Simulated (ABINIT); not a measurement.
## Diamond (Fd-3m, 2 atoms a cell): G0W0 in ABINIT against the wavefunction cutoff in GW

Aim: move the wavefunction cutoff in GW of a G0W0 run on Diamond (Fd-3m, 2 atoms a cell) over a wide range.

Main program and level: ABINIT 10.8.3; LDA and many-body steps on it, plane waves.

## (1) Set-up

Symmetry: Fd-3m, No. 227, cubic system. Conventional cell: a = 3.567 Å, b = 3.567 Å, c = 3.567 Å, α = 90.00°, β = 90.00°, γ = 90.00°. Nearest to C lie 4 C at 1.54 Å.

The cell and positions come from the Crystallography Open Database and are kept as given unless a step says otherwise.

## (2) Screening, 6×6×6 mesh, 22 bands, screening to 130.6 eV

This step: ABINIT 10.8.3; RPA screening on LDA, plane waves, norm-conserving pseudopotentials.

The RPA dielectric matrix is built and inverted for each q.

Contents of run.abi:

```
acell 3*1.0 Angstrom
rprim 
  -0.000000000000 1.783370000000 1.783370000000
  1.783370000000 -0.000000000000 1.783370000000
  1.783370000000 1.783370000000 0.000000000000
ntypat 1
znucl 6
natom 2
typat 1 1
xred 
  -0.000000000000 0.000000000000 0.000000000000
  0.250000000000 0.250000000000 0.250000000000
pp_dirpath "pseudos"
pseudos "C.upf"
ecut 37
ngkpt 6 6 6
nshiftk 1
shiftk 0 0 0
kptopt 1
chksymbreak 0
istwfk *1
occopt 1
irdwfk 1
optdriver 3
nband 22
ecuteps 4.8
inclvkb 2
awtr 1
symchi 1
ecutwfn 11.1
indata_prefix "in"
outdata_prefix "out"
tmpdata_prefix "tmp"
```

On the command line:

```sh
> OMP_NUM_THREADS=1 mpirun -n 4 abinit run.abi > log
```

Output:

```text
.Version 10.8.3 of ABINIT. v10.8.2 released Aug 2026.

 Symmetries : space group Fd -3 m (#227); Bravais cF (face-center cubic)
[... echo of the input left out ...]
== DATASET  1 ==================================================================
-   mpi_nproc: 4, omp_nthreads: 1 (-1 if OMP is not activated)

--- !DatasetInfo
iteration_state: {dtset: 1, }
dimensions: {natom: 2, nkpt: 16, mband: 22, nsppol: 1, nspinor: 1, nspden: 1, mpw: 144, }
cutoff_energies: {ecut:  11.1, pawecutdg:  -1.0, }
electrons: {nelect:   8.00000000E+00, charge:   0.00000000E+00, occopt:   1.00000000E+00, tsmear:   1.00000000E-02, }

 SCREENING: Calculation of the susceptibility and dielectric matrices

 Based on a program developped by R.W. Godby, V. Olevano, G. Onida, and L. Reining.
 Incorporated in ABINIT by V. Olevano, G.-M. Rignanese, and M. Torrent.
.Using double precision arithmetic ; gwpc =  8

[... cell and pseudopotentials left out ...]
--------------------------------------------------------------------------------

 ==== K-mesh for the wavefunctions ====
 Number of points in the irreducible wedge :    16
[... list of points left out ...]
 Together with 48 symmetry operations and time-reversal symmetry
 yields   216 points in the full Brillouin Zone.

 ==== Q-mesh for the screening function ====
 Number of points in the irreducible wedge :    16
[... list of points left out ...]
 Together with 48 symmetry operations and time-reversal symmetry
 yields   216 points in the full Brillouin Zone.

 setmesh: FFT mesh size selected  =    12x   12x   12
          total number of points  =         1728

 vcoul_init : cutoff-mode = AUXILIARY_FUNCTION
 q-points for optical limit:   1
     1)      0.000010    0.000020    0.000030

- screening: taking advantage of time-reversal symmetry
- Maximum band index for partially occupied states nbvw = 4
- Remaining bands to be divided among processors   nbcw = 18
- Number of bands treated by each node ~4

 Number of electrons calculated from density =    7.9748; Expected =    8.0000
 average of density, n =  0.104176
 r_s =    1.3184
 omega_plasma =   31.1343 [eV]

 calculating chi0 at frequencies [eV] :
  1    0.000000E+00    0.000000E+00
  2    0.000000E+00    3.113432E+01

--------------------------------------------------------------------------------
  q-point number  1        q = ( 0.000000, 0.000000, 0.000000) [r.l.u.]
--------------------------------------------------------------------------------
[... chi0 elements left out ...]
 For q-point:  0.000010 0.000020 0.000030
  dielectric constant =   5.9293
  dielectric constant without local fields =   6.3187

  Average fulfillment of the sum rule on Im[epsilon] for q-point    1 :     49.77  [%]
[... wings left out ...]
  q-point number  2        q = ( 0.166667, 0.000000, 0.000000) [r.l.u.]
--------------------------------------------------------------------------------
[... chi0 elements left out ...]
  Average fulfillment of the sum rule on Im[epsilon] for q-point    2 :     86.96  [%]

 [... 14 further q-points ...]
```

Wall time 3.3 s (4 MPI ranks of Arm Neoverse N1, shared host); peak memory 0.24 GiB; 13 s of CPU time.

Numbers from this step:

- ε∞ with local fields, on this mesh, along the program's q direction: 5.929
- the same without local fields: 6.319
- plasma frequency: 31.13 eV
- plane waves in the screening matrix: 51

Local fields lower ε∞ by 6 %. On a Γ-centred mesh this coarse the value itself is usually too large, while a short band sum pulls it down.

## (3) 11.1 Ha

This step: G0W0 on LDA, plane waves, norm-conserving pseudopotentials.

run.abi, as its differences from that of step 2:

```diff
@@ -23,8 +23,17 @@
 irdwfk 1
-optdriver 3
+optdriver 4
 nband 22
+gwcalctyp 0
+ecutsigx 11.1
+symsigma 1
+nkptgw 2
+kptgw 
+  0.0000000000 0.0000000000 0.0000000000
+  0.3333333333 0.3333333333 0.0000000000
+bdgw 
+  2 7
+  3 6
 ecuteps 4.8
-inclvkb 2
-awtr 1
-symchi 1
+irdscr 1
+ppmodel 1
 ecutwfn 11.1
```

Output:

```text
.Version 10.8.3 of ABINIT. v10.8.2 released Aug 2026.

 Symmetries : space group Fd -3 m (#227); Bravais cF (face-center cubic)
[... echo of the input left out ...]
== DATASET  1 ==================================================================
-   mpi_nproc: 4, omp_nthreads: 1 (-1 if OMP is not activated)

--- !DatasetInfo
iteration_state: {dtset: 1, }
dimensions: {natom: 2, nkpt: 16, mband: 22, nsppol: 1, nspinor: 1, nspden: 1, mpw: 144, }
cutoff_energies: {ecut:  11.1, pawecutdg:  -1.0, }
electrons: {nelect:   8.00000000E+00, charge:   0.00000000E+00, occopt:   1.00000000E+00, tsmear:   1.00000000E-02, }

 SIGMA: Calculation of the GW corrections

 Based on a program developped by R.W. Godby, V. Olevano, G. Onida, and L. Reining.
 Incorporated in ABINIT by V. Olevano, G.-M. Rignanese, and M. Torrent.
.Using double precision arithmetic ; gwpc =  8

[... cell and pseudopotentials left out ...]
--------------------------------------------------------------------------------

 ==== K-mesh for the wavefunctions ====
 Number of points in the irreducible wedge :    16
[... list of points left out ...]
 Together with 48 symmetry operations and time-reversal symmetry
 yields   216 points in the full Brillouin Zone.

 ==== Q-mesh for screening function ====
 Number of points in the irreducible wedge :    16
[... list of points left out ...]
 Together with 48 symmetry operations and time-reversal symmetry
 yields   216 points in the full Brillouin Zone.

 vcoul_init : cutoff-mode = AUXILIARY_FUNCTION
 q-points for optical limit:   1
     1)      0.000010    0.000020    0.000030
 setmesh: FFT mesh size selected  =    20x   20x   20
          total number of points  =         8000

 Number of electrons calculated from density =    7.9748; Expected =    8.0000
 average of density, n =  0.104176
 r_s =    1.3184
 omega_plasma =   31.1343 [eV]

 === KS Band Gaps ===
  >>>> For spin  1
   Minimum direct gap =   5.5609 [eV], located at k-point      :   0.0000  0.0000  0.0000
   Fundamental gap    =   4.1619 [eV], Top of valence bands at :   0.0000  0.0000  0.0000
                                       Bottom of conduction at :   0.3333  0.3333  0.0000
 SIGMA fundamental parameters:
 PLASMON POLE MODEL  1
 number of plane-waves for SigmaX                  137
 number of plane-waves for SigmaC and W             51
 number of plane-waves for wavefunctions           137
 number of bands                                    22
 number of independent spin polarizations            1
 number of spinorial components                      1
 number of k-points in IBZ                          16
 number of q-points in IBZ                          16
 number of symmetry operations                      48
 number of k-points in BZ                          216
 number of q-points in BZ                          216
 number of frequencies for dSigma/dE                 9
 frequency step for dSigma/dE [eV]                0.25
 number of omega for Sigma on real axis              0
 max omega for Sigma on real axis  [eV]           0.00
 zcut for avoiding poles [eV]                     0.10

 EPSILON^-1 parameters (SCR file):
 dimension of the eps^-1 matrix on file             51
 dimension of the eps^-1 matrix used                51
 number of plane-waves for wavefunctions           137
 number of bands                                    22
 number of q-points in IBZ                          16
 number of frequencies                               2
 number of real frequencies                          1
 number of imag frequencies                          1

 matrix elements of self-energy operator (all in [eV])

 Perturbative Calculation

--- !SelfEnergy_ee
iteration_state: {dtset: 1, }
kpoint     : [   0.000,    0.000,    0.000, ]
spin       : 1
KS_gap     :    5.561
QP_gap     :    7.333
Delta_QP_KS:    1.772
data: !SigmaeeData |
     Band     E0 <VxcDFT>   SigX SigC(E0)      Z dSigC/dE  Sig(E)    E-E0       E
        2  10.035 -16.707 -19.117   2.312   0.836  -0.196 -16.789  -0.083   9.953
        3  10.035 -16.707 -19.117   2.312   0.836  -0.196 -16.789  -0.083   9.953
        4  10.035 -16.707 -19.117   2.312   0.836  -0.196 -16.789  -0.083   9.953
        5  15.596 -15.515  -9.369  -4.129   0.838  -0.194 -13.825   1.690  17.286
        6  15.596 -15.515  -9.369  -4.129   0.838  -0.194 -13.825   1.690  17.286
        7  15.596 -15.515  -9.369  -4.129   0.838  -0.194 -13.825   1.690  17.286

--- !SelfEnergy_ee
iteration_state: {dtset: 1, }
kpoint     : [   0.333,    0.333,    0.000, ]
spin       : 1
KS_gap     :    9.488
QP_gap     :   11.221
Delta_QP_KS:    1.733
data: !SigmaeeData |
     Band     E0 <VxcDFT>   SigX SigC(E0)      Z dSigC/dE  Sig(E)    E-E0       E
        3   4.709 -15.860 -20.170   3.684   0.821  -0.218 -16.374  -0.514   4.195
        4   4.709 -15.860 -20.170   3.684   0.821  -0.218 -16.374  -0.514   4.195
        5  14.197 -14.331  -8.738  -4.150   0.844  -0.184 -13.112   1.219  15.416
        6  17.756 -13.369  -6.972  -4.892   0.844  -0.184 -12.099   1.270  19.026

== END DATASET(S) ==============================================================
================================================================================

 -outvars: echo values of variables after computation  --------
           etotal      0.0000000000E+00
            nband          22
             nkpt          16
          spgroup         227
 [... the other variables as echoed above ...]

 Calculation completed.
```

Wall time 2.1 s (4 MPI ranks); peak memory 0.07 GiB; 8.1 s of CPU time.

This step gave:

* G0W0 gap on the points computed: 5.463 eV
* starting gap on the mesh: 4.162 eV
* k of the valence top: 0, 0, 0
* k of the conduction bottom: 0.3333, 0.3333, 0
* Z at the valence top: 0.836
* Z at the conduction bottom: 0.844
* least direct G0W0 gap on the computed points: 7.333 eV

## (4) Screening, 6×6×6 mesh, 22 bands, screening to 130.6 eV

This step: RPA screening on LDA, plane waves, norm-conserving pseudopotentials.

run.abi, as its differences from that of step 3:

```diff
@@ -23,18 +23,9 @@
 irdwfk 1
-optdriver 4
+optdriver 3
 nband 22
-gwcalctyp 0
-ecutsigx 11.1
-symsigma 1
-nkptgw 2
-kptgw 
-  0.0000000000 0.0000000000 0.0000000000
-  0.3333333333 0.3333333333 0.0000000000
-bdgw 
-  2 7
-  3 6
 ecuteps 4.8
-irdscr 1
-ppmodel 1
-ecutwfn 11.1
+inclvkb 2
+awtr 1
+symchi 1
+ecutwfn 18.5
 indata_prefix "in"
```

Output:

```text
.Version 10.8.3 of ABINIT. v10.8.2 released Aug 2026.

 Symmetries : space group Fd -3 m (#227); Bravais cF (face-center cubic)
[... echo of the input left out ...]
== DATASET  1 ==================================================================
-   mpi_nproc: 4, omp_nthreads: 1 (-1 if OMP is not activated)

--- !DatasetInfo
iteration_state: {dtset: 1, }
dimensions: {natom: 2, nkpt: 16, mband: 22, nsppol: 1, nspinor: 1, nspden: 1, mpw: 302, }
cutoff_energies: {ecut:  18.5, pawecutdg:  -1.0, }
electrons: {nelect:   8.00000000E+00, charge:   0.00000000E+00, occopt:   1.00000000E+00, tsmear:   1.00000000E-02, }

 SCREENING: Calculation of the susceptibility and dielectric matrices

 Based on a program developped by R.W. Godby, V. Olevano, G. Onida, and L. Reining.
 Incorporated in ABINIT by V. Olevano, G.-M. Rignanese, and M. Torrent.
.Using double precision arithmetic ; gwpc =  8

[... cell and pseudopotentials left out ...]
--------------------------------------------------------------------------------

 ==== K-mesh for the wavefunctions ====
 Number of points in the irreducible wedge :    16
[... list of points left out ...]
 Together with 48 symmetry operations and time-reversal symmetry
 yields   216 points in the full Brillouin Zone.

 ==== Q-mesh for the screening function ====
 Number of points in the irreducible wedge :    16
[... list of points left out ...]
 Together with 48 symmetry operations and time-reversal symmetry
 yields   216 points in the full Brillouin Zone.

 setmesh: FFT mesh size selected  =    20x   20x   20
          total number of points  =         8000

 vcoul_init : cutoff-mode = AUXILIARY_FUNCTION
 q-points for optical limit:   1
     1)      0.000010    0.000020    0.000030

- screening: taking advantage of time-reversal symmetry
- Maximum band index for partially occupied states nbvw = 4
- Remaining bands to be divided among processors   nbcw = 18
- Number of bands treated by each node ~4

 Number of electrons calculated from density =    7.9965; Expected =    8.0000
 average of density, n =  0.104459
 r_s =    1.3172
 omega_plasma =   31.1766 [eV]

 calculating chi0 at frequencies [eV] :
  1    0.000000E+00    0.000000E+00
  2    0.000000E+00    3.117663E+01

--------------------------------------------------------------------------------
  q-point number  1        q = ( 0.000000, 0.000000, 0.000000) [r.l.u.]
--------------------------------------------------------------------------------
[... chi0 elements left out ...]
 For q-point:  0.000010 0.000020 0.000030
  dielectric constant =   5.8468
  dielectric constant without local fields =   6.2273

  Average fulfillment of the sum rule on Im[epsilon] for q-point    1 :     50.31  [%]
[... wings left out ...]
  q-point number  2        q = ( 0.166667, 0.000000, 0.000000) [r.l.u.]
--------------------------------------------------------------------------------
[... chi0 elements left out ...]
  Average fulfillment of the sum rule on Im[epsilon] for q-point    2 :     87.14  [%]

 [... 14 further q-points ...]
```

It took 6.3 s on 4 MPI ranks; peak memory 0.32 GiB.

Numbers from this step:

* ε∞ with local fields, on this mesh, along the program's q direction: 5.847
* the same without local fields: 6.227
* plasma frequency: 31.18 eV
* plane waves in the screening matrix: 51

## (5) 18.5 Ha

The self-energy is evaluated for the states that the input lists, and the levels follow from it, in one-shot runs by the linearised quasiparticle equation.

This step: G0W0 on LDA, plane waves, norm-conserving pseudopotentials.

run.abi, as its differences from that of step 4:

```diff
@@ -23,8 +23,17 @@
 irdwfk 1
-optdriver 3
+optdriver 4
 nband 22
+gwcalctyp 0
+ecutsigx 18.5
+symsigma 1
+nkptgw 2
+kptgw 
+  0.0000000000 0.0000000000 0.0000000000
+  0.3333333333 0.3333333333 0.0000000000
+bdgw 
+  2 7
+  3 6
 ecuteps 4.8
-inclvkb 2
-awtr 1
-symchi 1
+irdscr 1
+ppmodel 1
 ecutwfn 18.5
```

Output:

```text
.Version 10.8.3 of ABINIT. v10.8.2 released Aug 2026.

 Symmetries : space group Fd -3 m (#227); Bravais cF (face-center cubic)
[... echo of the input left out ...]
== DATASET  1 ==================================================================
-   mpi_nproc: 4, omp_nthreads: 1 (-1 if OMP is not activated)

--- !DatasetInfo
iteration_state: {dtset: 1, }
dimensions: {natom: 2, nkpt: 16, mband: 22, nsppol: 1, nspinor: 1, nspden: 1, mpw: 302, }
cutoff_energies: {ecut:  18.5, pawecutdg:  -1.0, }
electrons: {nelect:   8.00000000E+00, charge:   0.00000000E+00, occopt:   1.00000000E+00, tsmear:   1.00000000E-02, }

 SIGMA: Calculation of the GW corrections

 Based on a program developped by R.W. Godby, V. Olevano, G. Onida, and L. Reining.
 Incorporated in ABINIT by V. Olevano, G.-M. Rignanese, and M. Torrent.
.Using double precision arithmetic ; gwpc =  8

[... cell and pseudopotentials left out ...]
--------------------------------------------------------------------------------

 ==== K-mesh for the wavefunctions ====
 Number of points in the irreducible wedge :    16
[... list of points left out ...]
 Together with 48 symmetry operations and time-reversal symmetry
 yields   216 points in the full Brillouin Zone.

 ==== Q-mesh for screening function ====
 Number of points in the irreducible wedge :    16
[... list of points left out ...]
 Together with 48 symmetry operations and time-reversal symmetry
 yields   216 points in the full Brillouin Zone.

 vcoul_init : cutoff-mode = AUXILIARY_FUNCTION
 q-points for optical limit:   1
     1)      0.000010    0.000020    0.000030
 setmesh: FFT mesh size selected  =    20x   20x   20
          total number of points  =         8000

 Number of electrons calculated from density =    7.9965; Expected =    8.0000
[...]
number of omega for Sigma on real axis              0
 max omega for Sigma on real axis  [eV]           0.00
 zcut for avoiding poles [eV]                     0.10

 EPSILON^-1 parameters (SCR file):
 dimension of the eps^-1 matrix on file             51
 dimension of the eps^-1 matrix used                51
 number of plane-waves for wavefunctions           283
 number of bands                                    22
 number of q-points in IBZ                          16
 number of frequencies                               2
 number of real frequencies                          1
 number of imag frequencies                          1

 matrix elements of self-energy operator (all in [eV])

 Perturbative Calculation

--- !SelfEnergy_ee
iteration_state: {dtset: 1, }
kpoint     : [   0.000,    0.000,    0.000, ]
spin       : 1
KS_gap     :    5.561
QP_gap     :    7.334
Delta_QP_KS:    1.773
data: !SigmaeeData |
     Band     E0 <VxcDFT>   SigX SigC(E0)      Z dSigC/dE  Sig(E)    E-E0       E
        2  10.035 -16.821 -19.285   2.265   0.834  -0.199 -16.987  -0.166   9.869
        3  10.035 -16.821 -19.285   2.265   0.834  -0.199 -16.987  -0.166   9.869
        4  10.035 -16.821 -19.285   2.265   0.834  -0.199 -16.987  -0.166   9.869
[...]
--- !SelfEnergy_ee
iteration_state: {dtset: 1, }
kpoint     : [   0.333,    0.333,    0.000, ]
spin       : 1
KS_gap     :    9.488
QP_gap     :   11.246
Delta_QP_KS:    1.757
data: !SigmaeeData |
     Band     E0 <VxcDFT>   SigX SigC(E0)      Z dSigC/dE  Sig(E)    E-E0       E
[...]
5  14.197 -14.410  -8.804  -4.197   0.843  -0.186 -13.222   1.188  15.385
        6  17.756 -13.419  -7.011  -4.920   0.844  -0.185 -12.164   1.254  19.011

== END DATASET(S) ==============================================================
================================================================================

 -outvars: echo values of variables after computation  --------
           etotal      0.0000000000E+00
            nband          22
             nkpt          16
          spgroup         227
 [... the other variables as echoed above ...]

 Calculation completed.
```

The job ended after 2.3 s (4 MPI ranks; peak memory 0.09 GiB; 8.8 s of CPU time).

This step gave:

| Property | Result |
| --- | --- |
| G0W0 gap on the points computed | 5.516 eV |
| starting gap on the mesh | 4.162 eV |
| k of the valence top | 0, 0, 0 |
| k of the conduction bottom | 0.3333, 0.3333, 0 |
| Z at the valence top | 0.834 |
| Z at the conduction bottom | 0.843 |
| least direct G0W0 gap on the computed points | 7.334 eV |

The gap on the mesh goes from 4.16 eV to 5.52 eV, a correction of +1.35 eV.

(Part 1 of 2 ends here.)

[Paths, hosts, dates, memory and timing lines, banners, echoed tables and standing remarks are left out of the program output.]

[Logs are printed without paths, hosts, clocks, repeated set-up lines and the standing remarks that a program may print on its own settings, such as how far it seeks lower states.]

[Runs of the session that timed out or met a known fault of the program may be left out.]

[No measured gap is set beside runs whose start may be inverted or whose files or cutoffs have a known fault.]

[Hosts, paths, dates, database ids (printed as entryN), source tags and the programs' standing remarks are cut or masked in the printed files.]

[G0W0 gaps are taken among the corrected bands and points alone; a level outside them can change the order at an edge.]

[Where Ansatz stands beside ABINIT at settings called matched, ABINIT's density can come from a denser mesh and the files from another edition; pairs whose starting gaps differed by over 0.03 eV were left out, so agreement reads better than it is.]
